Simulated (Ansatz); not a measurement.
# TiOs (Pm-3m): phonons and vibrational spectra, part 2 of 3

Wanted: phonon frequencies of TiOs (Pm-3m) and what follows from them.

Ansatz 0.2.0; DFT PBEsol, scalar-relativistic, plane waves, PAW; PAW set soft_1.

So far: The starting structure; Relaxation. The relaxed cell has a = 3.062 Å (conventional setting).

## 3. Relaxing to small forces for the phonons

Phonons need a cell at rest on their own settings, so the relaxation is repeated with tight tolerances on forces and stress, using the mesh and the filling of the phonon run that follows.

File input.yaml:

```yaml
crystal:
  lattice:
    - [3.0619995325, 0.0, 0.0]
    - [0.0, 3.0619995325, 0.0]
    - [0.0, 0.0, 3.0619995325]
  atoms:
    - { symbol: Ti, position: [0.5, 0.5, 0.5] }
    - { symbol: Os, position: [0.0, 0.0, 0.0] }
kpoints:
  mp_grid: { grid: [16, 16, 16] }
hamiltonian:
  xc: pbesol
  pseudopotentials: { kind: paw, azcp: { folder: soft_1 }, xc_functional: pbe }
scf:
  occupations: { method: methfessel_paxton, width: 0.2 }
output:
  forces: true
  stress: true
  eigenvalues: true
  write_density: true
  write_potential: true
  elf: true
  volumetric_format: npy
relax:
  adjacent_minimum: "off"
  f_tol: 0.001
  max_steps: 60
  cell: { stress_tol: 0.01 }
```

Command:

```bash
$ ansatz run input.yaml --threads 4 --pin off --max-ram 10240MiB --backend cpu --events-out ev --progress --plain --runs-dir out
```

Numbers of over 12 decimals in the logs are rounded to 6 here.

The program printed:

```text
[...]
Crystal: 2 atoms, lattice volume = 28.709 Å³
Basis set: ecut = 420 eV, 587 PW (Γ), exchange–correlation on 48×48×48 points (8 copies of the dense FFT grid, shifted against one another)
Bands: 18, of which v1, the nominal top of the filled ones, is band 14 counted from 1 (13 counted from 0)
Symmetry: 48 space group operations
[...]
k-points: 165 of 4096
[...]
k-point 164: bands = [... 10 lower, 16.8261, 18.9711, 18.9711, 18.9711, 21.9371, 21.9371, 23.6554, 23.6554]
--- Relaxed structure (3 steps of the walk, 2 accepted, 1 SCFs on fresh bases) ---
[...]
cell:  # Å, volume = 28.7008 Å³
    - [3.061716, 0, 0]
    - [0, 3.061716, 0.0]
    - [0, 0.0, 3.061716]
  atoms:
    - { symbol: Ti, position: [0.5, 0.5, 0.5] }
    - { symbol: Os, position: [0, 0, 0.0] }
[key lines of the parts left out:]
SCF converged after 5 iterations
Free energy (F): -13727.638817 eV
Fermi energy:    20.565026 eV
P = ⅓ Tr σ = 0.0001 GPa (0.001 kbar)
```

The job ended after 5.7 s (4 threads of Arm Neoverse V2, shared host; peak memory 0.4 GiB; 20 s of CPU time).

Little changed from the start: no atom moved by 0.005 Å and no cell edge by 0.1 %.

This step gave:

| Item | Value |
| --- | --- |
| pressure | 1.10e-4 GPa |

Valence density in the ac plane at fractional y = 0.500, with atoms of Ti within 0.2 Å of it. It is the smooth field of the valence electrons, not physical close to the nuclei.

Ten even steps from '_' (0 e/Å³) to '@' (12 e/Å³):
```
________________________________
________________________________
________________________________
________________________________
____________..::::::..__________
__________..--++**++--..________
__________::++%%@@%%++::________
__________::**@@@@@@**::________
__________::++%%@@%%++::________
__________..--++**++--..________
____________..::::::..__________
________________________________
________________________________
________________________________
________________________________
________________________________
```
Columns run along a (3.1 Å), rows up along c (3.1 Å). Atoms in or near the plane, at fractional coordinates: Ti at (0.50, 0.50).

Electrostatic potential energy in the ac plane at fractional y = 0.500, with atoms of Ti within 0.2 Å of it. With pseudopotentials it is smooth inside the atoms' cores, unlike the true potential.

Values in eV, 16 rows by 16 columns:
```
 21  22  22  22  22  21  20  20  20  20  20  21  22  22  22  22
 22  22  21  21  20  19  18  17  17  17  18  19  20  21  21  22
 22  22  21  20  18  16  12   8   7   8  12  16  18  20  21  22
 22  22  20  18  15   7  -1  -6  -8  -6  -1   7  15  18  20  22
 22  21  19  16   7  -5 -13 -17 -18 -17 -13  -5   7  16  19  21
 21  20  18  12  -1 -13 -19 -22 -22 -22 -19 -13  -1  12  18  20
 21  20  17   8  -6 -17 -22 -22 -22 -22 -22 -17  -6   8  17  20
 21  20  17   7  -8 -18 -22 -22 -22 -22 -22 -18  -8   7  17  20
 21  20  17   8  -6 -17 -22 -22 -22 -22 -22 -17  -6   8  17  20
 21  20  18  12  -1 -13 -19 -22 -22 -22 -19 -13  -1  12  18  20
 22  21  19  16   7  -5 -13 -17 -18 -17 -13  -5   7  16  19  21
 22  22  20  18  15   7  -1  -6  -8  -6  -1   7  15  18  20  22
 22  22  21  20  18  16  12   8   7   8  12  16  18  20  21  22
 22  22  21  21  20  19  18  17  17  17  18  19  20  21  21  22
 21  22  22  22  22  21  20  20  20  20  20  21  22  22  22  22
 21  21  22  22  22  22  21  21  21  21  21  22  22  22  22  21
```
Columns run along a (3.1 Å; values clipped at the 3rd and 97th percentile), rows up along c (3.1 Å). Atoms in or near the plane, at fractional coordinates: Ti at (0.50, 0.50).

ELF in the ac plane at fractional y = 0.500, with atoms of Ti within 0.2 Å of it. It is the smooth field of the valence electrons, not physical close to the nuclei.

Ten even steps from '_' (0.08) to '@' (0.74):
```
++++++++++==::......::==++++++++
++++++++==::__________::==++++++
**++++--..______________..--++++
++++==..__..::======::..__..==++
====::__..==##%%@@%%##==..__::==
--::____::##@@@@@@@@@@##::____::
::..____==%%@@@@%%@@@@%%==____..
::..____==@@@@%%**%%@@@@==____..
::..____==%%@@@@%%@@@@%%==____..
--::____::##@@@@@@@@@@##::____::
====::__..==##%%@@%%##==..__::==
++++==..__..::======::..__..==++
**++++--..______________..--++++
++++++++==::__________::==++++++
++++++++++==::......::==++++++++
++++++**++==--::::::--==++**++++
```
Columns run along a (3.1 Å), rows up along c (3.1 Å). Atoms in or near the plane, at fractional coordinates: Ti at (0.50, 0.50).

The forces vanish by symmetry and the pressure is 0.000 GPa, within the tolerances set. The cell now holds 14.35 Å³/atom.

## 4. Modes at Γ

The zone centre comes first: it holds the modes that light can see, as far as symmetry allows. No field response is asked, since the mesh shows no gap.

input.yaml, the sections that differ from step 3:

```yaml
crystal:
  lattice:
    - [3.0617155614, 0.0, 0.0]
    - [0.0, 3.0617155614, 0.0]
    - [0.0, 0.0, 3.0617155614]
  atoms:
    - { symbol: Ti, position: [0.5, 0.5, 0.5] }
    - { symbol: Os, position: [0.0, 0.0, 0.0] }
output:
  eigenvalues: true
phonons:
  method: dfpt
# kpoints, hamiltonian, scf: as in step 3
# relax: removed
```

The program printed:

```text
[...]
Crystal: 2 atoms, lattice volume = 28.701 Å³
Basis set: ecut = 420 eV, 587 PW (Γ), exchange–correlation on 48×48×48 points (8 copies of the dense FFT grid, shifted against one another)
Bands: 18, of which v1, the nominal top of the filled ones, is band 14 counted from 1 (13 counted from 0)
Symmetry: 48 space group operations
k-points: 405 of 4096 (irreducible under 8 space group operations, time reversal used)
[...]
SCF iter   1: F=—  HF=-13728.750550 eV  |F-HF|=—  |Δ(HF+E_count)|=         —  Δρ=1.29e-1  dr2=7.37e0  ethr=3.10e-3  ⟨swp⟩=3.9  Hψ=27745  notcnv=0
[...]
SCF iter   9: F=-13727.638817 eV  HF=-13727.638817 eV  |F-HF|=0.00e0  |Δ(HF+E_count)|=  7.28e-12  S|Δr|=    0.00e0  Δρ=4.48e-8  dr2=3.38e-13  ethr=1.00e-12  ⟨swp⟩=5.0  Hψ=28322  notcnv=0
the search or the solves at the SCF's close seem to have found levels that the self-consistency loop had missed (the run counts 9). By its estimate they hold under 1e-12 electrons; where the run keeps them, the occupations were computed again with them
SCF 1 converged in 9 iterations: F = -13727.638817 eV  dr2 = 3.38e-13
[...]
DFPT response loops at Γ: preconditioner auto → Kerker (q_TF=auto, 2.717 Å⁻¹) (partly filled bands, converged f_vac=0.000); β = 1.00, the filter's whole step (`scf.mixing.beta` (0.50) is not read by the response loops under this deck's `scf.mixing.preconditioner`; to damp them name `kerker` or `kerker_dos`, under which they read `scf.mixing.beta`, and type it under 1.00, their step now; both keys bind the ground state too); Broyden in place of MSR1
SCF converged after 9 iterations
[...]
Free energy (F): -13727.638817 eV
[...]
Internal energy: -13727.638768 eV  (E = F + TS)
E sigma→0 (E₀):  -13727.638805 eV
Entropy (-TS):   -0.000050 eV (-0.025 meV/atom)
Fermi energy:    20.565026 eV
[...]
--- Band table (eV; the first three rows and the last of 405) ---
  k-point 0: bands = [... 10 lower, 15.1332, 19.2045, 19.2045, 19.2045, 22.4541, 22.4541, 24.3564, 24.3564]
  k-point 1: bands = [... 10 lower, 15.2008, 19.1881, 19.1881, 19.2370, 22.3630, 22.4862, 24.1533, 24.1533]
  k-point 2: bands = [... 10 lower, 15.3969, 19.1429, 19.1429, 19.3331, 22.1013, 22.5773, 23.6579, 23.6579]
  k-point 404: bands = [... 10 lower, 16.8261, 18.9711, 18.9711, 18.9711, 21.9371, 21.9371, 23.6554, 23.6554]
--- Phonons (Γ-DFPT): 2 representative perturbations + reference, on 405 of 4096 k-points (Σ response iterations 6) ---
  k mesh reduced under 8 symmetry operations, with k and −k counted as one. Each operation leaves every solved perturbation unchanged. A smaller set is not used because it would not reduce the number of displacements times k-points to solve
  ASR residual: 4.058e-5 → 0.000e0 eV/Å²; symmetrization residual: 6.321e-6 eV/Å²
  ASR residual per site (eV/Å²): 2.64e-5 4.06e-5
  Γ frequencies (cm⁻¹): 0.00 0.00 0.00 233.83 233.83 233.83
  non-analytic LO–TO correction: not included (Born effective charges unavailable; polar crystals: no LO–TO splitting at Γ)
```

The job ended after 17 s (4 threads; peak memory 0.9 GiB).

Numbers from this step:

* sum-rule residual before enforcement: 4.06e-5 eV/Å²
* point group: m-3m
* highest optical mode at the zone centre (no LO-TO term): 233.8 cm⁻¹
* lowest optical zone-centre mode: 233.8 cm⁻¹

Patterns of degenerate modes are one choice out of their space. The modes at Γ (shares of kinetic energy by element, %):

| mode | frequency (cm⁻¹) | symmetry | Ti % | Os % |
| --- | --- | --- | --- | --- |
| 1 | 0.0 | acoustic | 20 | 80 |
| 2 | 0.0 | acoustic | 20 | 80 |
| 3 | 0.0 | acoustic | 20 | 80 |
| 4 | 233.8 | T1u | 80 | 20 |
| 5 | 233.8 | T1u | 80 | 20 |
| 6 | 233.8 | T1u | 80 | 20 |

Displacements in mode 6 (233.8 cm⁻¹), the largest set to 1:
```
Ti1  0.00  1.00  0.00
Os2  0.00 -0.25  0.00
```

Before it was imposed, the acoustic sum rule was missed by 4.1e-5 eV/Å². Small misses are needed for a sound result but don't prove that mesh and cutoff are converged. The lowest optical mode is real, 234 cm⁻¹.

(Part 2 of 3 ends here.)

[Logs are printed without paths, hosts, clocks, repeated set-up lines and the standing remarks that a program may print on its own settings, such as how far it seeks lower states.]

[Hosts, paths, dates, database ids (printed as entryN), source tags and the programs' standing remarks are cut or masked in the printed files.]
